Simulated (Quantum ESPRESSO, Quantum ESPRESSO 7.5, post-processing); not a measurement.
# Ni(110), 5 layers against a metal electrode: a series in the charge of the slab

What law, if any, do the results for Ni(110), 5 layers against a metal electrode follow against the charge of the slab?

Program: Quantum ESPRESSO 7.5. Level of theory: plane-wave DFT, PBE, GBRV ultrasoft pseudopotentials. Results are calculated unless marked as measured.

This is a report of a sequence of runs, with most program output left out.

### Step 1. Set-up

The structure is cubic, space group Fm-3m (No. 225). Conventional cell: a = 3.520 Å, b = 3.520 Å, c = 3.520 Å, α = 90.00°, β = 90.00°, γ = 90.00°. Nearest to Ni lie 12 Ni at 2.49 Å.

Set-up: The slab is relaxed neutral, then held. ESM with bc3: vacuum below and a metal electrode about 6 Å above the top atoms. Cold smearing of 0.02 Ry. Charges are set per cell from the starting area. The slabs take the lattice constants of the bulk relaxed by the same program.

Members 2, 3, 4.5, 6, 7 and 8 took the same steps and show in the table alone.

### Step 2. Relaxing cell and ions of the reference

The bulk crystal is relaxed in cell and atoms; the members are built on its lattice constants.

Input file ref.vc.in:

```
&control
  prefix = 'ref.vc'
  outdir = './out'
  pseudo_dir = './pseudo'
  nstep = 40
  forc_conv_thr = 0.0003
  calculation = 'vc-relax'
/
&system
  ibrav = 0
  nat = 1
  ntyp = 1
  ecutwfc = 50
  ecutrho = 250
  occupations = 'smearing'
  smearing = 'mv'
  degauss = 0.02
  nspin = 2
  starting_magnetization(1) = 0.12
/
&electrons
  conv_thr = 1e-09
  mixing_beta = 0.4
  electron_maxstep = 120
/
&ions
/
&cell
  press_conv_thr = 0.3
/
ATOMIC_SPECIES
  Ni  58.6934  ni_pbe_v1.4.uspp.F.UPF
CELL_PARAMETERS angstrom
  0.00000000000000 1.76000000000000 1.76000000000000
  1.76000000000000 0.00000000000000 1.76000000000000
  1.76000000000000 1.76000000000000 0.00000000000000
ATOMIC_POSITIONS crystal
  Ni  0.000000000000 0.000000000000 0.000000000000
K_POINTS automatic
  20 20 20 0 0 0
```

Run with:

```
$ OMP_NUM_THREADS=1 mpirun -n 4 pw.x -nk 4 -in ref.vc.in > ref.vc.out
```

The job ended after 44 s (4 MPI ranks of Arm Neoverse V1, shared host; peak memory 0.25 GiB).

Little changed from the start: no atom moved by 0.005 Å and no cell edge by 0.1 %.

 The last row is no step: it is a fresh SCF in the final cell with a new plane-wave basis, +0 meV from the row before.

This step gave:

```
free energy            : -4670.5665 eV
Fermi energy           : 17.90 eV
magnetization          : 0.67 μB
absolute magnetization : 0.77 μB
site moments           : 0.7125 μB
```

### Step 3. Relaxation with pw.x of the reference

What the set-up leaves free in this member is relaxed.

System of this step: Ni(110), 5 layers. The cell holds 5 atoms: 5 Ni. Its edges and angles: a = 3.518 Å, b = 2.487 Å, c = 19.964 Å, α = 90.0°, β = 90.0°, γ = 90.0°. It derives from Ni. Vacuum lies along c.

Input file ref.relax.in:

```
&control
  prefix = 'ref.relax'
  outdir = './out'
  pseudo_dir = './pseudo'
  nstep = 40
  forc_conv_thr = 0.001
  calculation = 'relax'
/
&system
  ibrav = 0
  nat = 5
  ntyp = 1
  ecutwfc = 40
  ecutrho = 200
  occupations = 'smearing'
  smearing = 'mv'
  degauss = 0.02
  nspin = 2
  starting_magnetization(1) = 0.12
/
&electrons
  conv_thr = 1e-08
  mixing_beta = 0.4
  electron_maxstep = 120
  mixing_mode = 'local-TF'
/
&ions
/
ATOMIC_SPECIES
  Ni  58.6934  ni_pbe_v1.4.uspp.F.UPF
CELL_PARAMETERS angstrom
  3.51756736000000 0.00000000000000 0.00000000000000
  0.00000000000000 2.48729573353646 0.00000000000000
  0.00000000000000 0.00000000000000 19.96422510343656
ATOMIC_POSITIONS crystal
  Ni  0.000000000000 0.000000000000 0.375412357823
  Ni  0.500000000000 0.500000000000 0.437706178911
  Ni  0.000000000000 0.000000000000 0.500000000000 0 0 0
  Ni  0.500000000000 0.500000000000 0.562293821089
  Ni  0.000000000000 0.000000000000 0.624587642177
K_POINTS automatic
  8 12 1 0 0 0
```

Run with:

```
$ OMP_NUM_THREADS=1 mpirun -n 4 pw.x -nk 4 -in ref.relax.in > ref.relax.out
```

Wall time 20 min (4 MPI ranks); peak memory 0.82 GiB.

The steps of the relaxation:

| step | energy less that of the first step (eV) | largest force (eV/Å) |
| --- | --- | --- |
| 1 | 0.0000 | 0.6907 |
| 2 | -0.0309 | 0.5879 |
| 3 | -0.0567 | 0.4754 |
| 4 | -0.0817 | 0.2955 |
| 5 | -0.0930 | 0.0889 |
| 6 | -0.0933 | 0.0792 |
| 7 | -0.0937 | 0.0672 |
| 8 | -0.0942 | 0.0504 |
| 9 | -0.0947 | 0.0252 |

The atoms that moved most (Å):

| atom | dx | dy | dz | length |
| --- | --- | --- | --- | --- |
| Ni5 | 0.000 | 0.000 | -0.092 | 0.092 |
| Ni1 | 0.000 | 0.000 | 0.092 | 0.092 |
| Ni4 | 0.000 | 0.000 | 0.047 | 0.047 |
| Ni2 | 0.000 | 0.000 | -0.047 | 0.047 |

The relaxed structure:

```cif
data_structure
_symmetry_space_group_name_H-M 'P 1'
_symmetry_Int_Tables_number 1
_cell_length_a 3.5176
_cell_length_b 2.4873
_cell_length_c 19.9642
_cell_angle_alpha 90.000
_cell_angle_beta 90.000
_cell_angle_gamma 90.000
_cell_volume 174.67
loop_
_atom_site_label
_atom_site_type_symbol
_atom_site_fract_x
_atom_site_fract_y
_atom_site_fract_z
_atom_site_occupancy
Ni1 Ni 0.00000 0.00000 0.38004 1
Ni2 Ni 0.50000 0.50000 0.43534 1
Ni3 Ni 0.00000 0.00000 0.50000 1
Ni4 Ni 0.50000 0.50000 0.56466 1
Ni5 Ni 0.00000 0.00000 0.61996 1
```

The relaxation lowers the energy by 19 meV an atom. On the free atoms the largest force ends at 0.025 eV/Å.

Numbers from this step:

| Quantity | Value |
| --- | --- |
| free energy | -23350.1520 eV |
| Fermi energy | 2.517 eV |
| magnetization | 3.75 μB |
| absolute magnetization | 4.25 μB |
| site moments | 0.8435, 0.7406, 0.7516, 0.7406, 0.8435 μB |

### Step 4. Ground state, 0 ×10¹³ e/cm²

A run under open boundaries on these atoms gives the vacuum levels.

Input file m2.esm.in:

```
&control
  prefix = 'm2.esm'
  outdir = './out'
  pseudo_dir = './pseudo'
  calculation = 'scf'
  tprnfor = .true.
/
&system
  ibrav = 0
  nat = 5
  ntyp = 1
  ecutwfc = 40
  ecutrho = 200
  occupations = 'smearing'
  smearing = 'mv'
  degauss = 0.02
  assume_isolated = 'esm'
  esm_bc = 'bc3'
  tot_charge = 0.0
  nspin = 2
  starting_magnetization(1) = 0.12
/
&electrons
  conv_thr = 1e-08
  mixing_beta = 0.25
  electron_maxstep = 160
  mixing_mode = 'local-TF'
  mixing_ndim = 12
/
ATOMIC_SPECIES
  Ni  58.6934  ni_pbe_v1.4.uspp.F.UPF
CELL_PARAMETERS angstrom
  3.51756736000000 0.00000000000000 0.00000000000000
  0.00000000000000 2.48729573353646 0.00000000000000
  0.00000000000000 0.00000000000000 19.96422510343656
ATOMIC_POSITIONS crystal
  Ni  0.000000000000 0.000000000000 -0.044824652337
  Ni  0.500000000000 0.500000000000 0.010476588963
  Ni  0.000000000000 0.000000000000 0.075134396263
  Ni  0.500000000000 0.500000000000 0.139792203563
  Ni  0.000000000000 0.000000000000 0.195093444863
K_POINTS automatic
  8 12 1 0 0 0
```

Run with:

```
$ OMP_NUM_THREADS=1 mpirun -n 4 pw.x -nk 4 -in m2.esm.in > m2.esm.out
```

Elapsed: 7.8 min, on 4 MPI ranks; peak memory 0.83 GiB; 31 min of CPU time.

Read from the output:

| Item | Value |
| --- | --- |
| Fermi energy | -4.525 eV |
| site moments | 0.8435, 0.7409, 0.752, 0.7408, 0.8435 μB |
| vacuum line at the lower end of the cell, over the Fermi level | 4.525 eV |
| slope of the potential above | 1.06e-4 eV/Å |
| vacuum line at the upper end of the cell, over the Fermi level | 4.525 eV |

The potential energy, planar mean oscillates, so the rows of the table below give means over windows of 1.22 Å about each position, cut where the curve ends. Its maxima inside the range that stand out by 2 % of the span (Å: eV): -0.3: -9.49, 0.9: -6.02, 2.1: -6.05, 3.3: -9.50. Its minima: -0.9: -14.9, 0.2: -15.3, 1.6: -14.8, 2.8: -15.3, 3.9: -14.9.

Electrostatic potential energy of an electron; zero at the Fermi level. Potential energy, planar mean against z; means over each step:

| z (Å) | potential energy, planar mean (eV) |
| --- | --- |
| -9.37 | 4.52 |
| -8.15 | 4.52 |
| -6.93 | 4.52 |
| -5.71 | 4.52 |
| -4.49 | 4.52 |
| -3.27 | 4.43 |
| -2.05 | 2.34 |
| -0.83 | -11.0 |
| 0.39 | -11.1 |
| 1.61 | -10.7 |
| 2.83 | -11.7 |
| 4.05 | -9.46 |
| 5.27 | 3.31 |
| 6.49 | 4.47 |
| 7.71 | 4.52 |
| 8.93 | 4.53 |

Inside the slab this potential holds the local part of the pseudopotentials, which can be repulsive at the nuclei; only its value in the vacuum has a meaning of its own.

### Step 5. Self-consistent run, 1 ×10¹³ e/cm²

m3.esm.in, as its differences from the input of step 4:

```diff
@@ -1,3 +1,3 @@
 &control
-  prefix = 'm2.esm'
+  prefix = 'm3.esm'
   outdir = './out'
@@ -18,3 +18,3 @@
   esm_bc = 'bc3'
-  tot_charge = 0.0
+  tot_charge = 0.00876
   nspin = 2
@@ -28,2 +28,3 @@
   mixing_ndim = 12
+  startingpot = 'file'
 /
```

Run with:

```
$ cp -r out/m2.esm.save out/m3.esm.save
$ OMP_NUM_THREADS=1 mpirun -n 4 pw.x -nk 4 -in m3.esm.in > m3.esm.out
```

It took 4.7 min on 4 MPI ranks; peak memory 0.77 GiB; 19 min of CPU time.

Read from the output:

- Fermi energy: -5.367 eV
- site moments: 0.8429, 0.7414, 0.7517, 0.7417, 0.8461 μB
- vacuum line at the lower end of the cell, over the Fermi level: 4.530 eV
- slope of the potential above: 0.1806 eV/Å
- vacuum line at the upper end of the cell, over the Fermi level: 5.366 eV

Inside the slab this potential holds the local part of the pseudopotentials, which can be repulsive at the nuclei; only its value in the vacuum has a meaning of its own.

### Step 6. Ground state, -1.5 ×10¹³ e/cm²

m1.esm.in, as its differences from the input of step 5:

```diff
@@ -1,3 +1,3 @@
 &control
-  prefix = 'm3.esm'
+  prefix = 'm1.esm'
   outdir = './out'
@@ -18,3 +18,3 @@
   esm_bc = 'bc3'
-  tot_charge = 0.00876
+  tot_charge = -0.01314
   nspin = 2
```

Run with:

```
$ cp -r out/m2.esm.save out/m1.esm.save
$ OMP_NUM_THREADS=1 mpirun -n 4 pw.x -nk 4 -in m1.esm.in > m1.esm.out
```

Run time: 4.9 min. Hardware: 4 MPI ranks; peak memory 0.84 GiB.

Numbers from this step:

* Fermi energy: -3.282 eV
* magnetization: 3.74 μB
* absolute magnetization: 4.24 μB
* site moments: 0.8443, 0.74, 0.752, 0.7396, 0.8397 μB
* vacuum line at the lower end of the cell, over the Fermi level: 4.527 eV
* slope of the potential above: -0.2707 eV/Å
* vacuum line at the upper end of the cell, over the Fermi level: 3.282 eV

Inside the slab this potential holds the local part of the pseudopotentials, which can be repulsive at the nuclei; only its value in the vacuum has a meaning of its own.

### Step 7. Ground state, -3 ×10¹³ e/cm²

m0.esm.in, as its differences from the input of step 6:

```diff
@@ -1,3 +1,3 @@
 &control
-  prefix = 'm1.esm'
+  prefix = 'm0.esm'
   outdir = './out'
@@ -18,3 +18,3 @@
   esm_bc = 'bc3'
-  tot_charge = -0.01314
+  tot_charge = -0.02628
   nspin = 2
```

Run with:

```
$ cp -r out/m1.esm.save out/m0.esm.save
$ OMP_NUM_THREADS=1 mpirun -n 4 pw.x -nk 4 -in m0.esm.in > m0.esm.out
```

Wall time 4.7 min (4 MPI ranks); peak memory 0.74 GiB.

This step gave:

```
Fermi energy                                                   : -2.063 eV
site moments                                                   : 0.845, 0.7392, 0.7519, 0.7386, 0.836 μB
vacuum line at the lower end of the cell, over the Fermi level : 4.524 eV
slope of the potential above                                   : -0.5413 eV/Å
vacuum line at the upper end of the cell, over the Fermi level : 2.064 eV
```

Inside the slab this potential holds the local part of the pseudopotentials, which can be repulsive at the nuclei; only its value in the vacuum has a meaning of its own.

### Step 8. The series side by side

The series in one table:

| the charge of the slab (positive: electrons removed) | electrode's level over the Fermi level (eV) | far face's level over the Fermi level (eV) | field in the gap (eV/Å) |
| --- | --- | --- | --- |
| -3 ×10¹³ e/cm² | 2.064 | 4.524 | -0.5413 |
| -1.5 ×10¹³ e/cm² | 3.282 | 4.527 | -0.2707 |
| 0 ×10¹³ e/cm² | 4.525 | 4.525 | 0.0001063 |
| 1 ×10¹³ e/cm² | 5.366 | 4.53 | 0.1806 |
| 2 ×10¹³ e/cm² | 6.215 | 4.529 | 0.3612 |
| 3 ×10¹³ e/cm² | 7.069 | 4.534 | 0.5418 |
| 4.5 ×10¹³ e/cm² | 8.364 | 4.535 | 0.8128 |
| 6 ×10¹³ e/cm² | 9.671 | 4.534 | 1.084 |
| 7 ×10¹³ e/cm² | 10.55 | 4.537 | 1.264 |
| 8 ×10¹³ e/cm² | 11.43 | 4.54 | 1.445 |

### Step 9. The arithmetic

Last interval: C = Δσ/ΔV = 0.00100 e/Å² / 0.882 V × 1602 = 1.82 µF/cm².

### Step 10. Summary of results

```json
{
  "mean capacitance at positive charge": "1.86 μF/cm²",
  "effective gap ε₀/C": "4.76 Å",
  "top atoms to electrode": "6.09 Å"
}
```

What this shows: The series holds 10 members; mean capacitance at positive charge: 1.86 μF/cm²; effective gap ε₀/C: 4.76 Å; top atoms to electrode: 6.09 Å (PBE, GBRV ultrasoft). Interval by interval C lies between 1.82 and 1.98 µF/cm². The far face's level moves by 0.02 eV over the series: the slab screens like a metal, and averaged over the positive charges the image plane lies 1.33 Å above the top atoms. Vacuum fills the gap; ions don't answer the charge; added electrons can spill towards the electrode at the most negative charges.

[Logs are printed without paths, hosts, clocks, repeated set-up lines and the standing remarks that a program may print on its own settings, such as how far it seeks lower states.]

[Hosts, paths, dates, database ids (printed as entryN), source tags and the programs' standing remarks are cut or masked in the printed files.]

[Maps of the electrostatic potential energy from Ansatz leave out the sawtooth potential of an applied field or a dipole correction, so their vacuum need not be flat; planar profiles and work functions include it.]
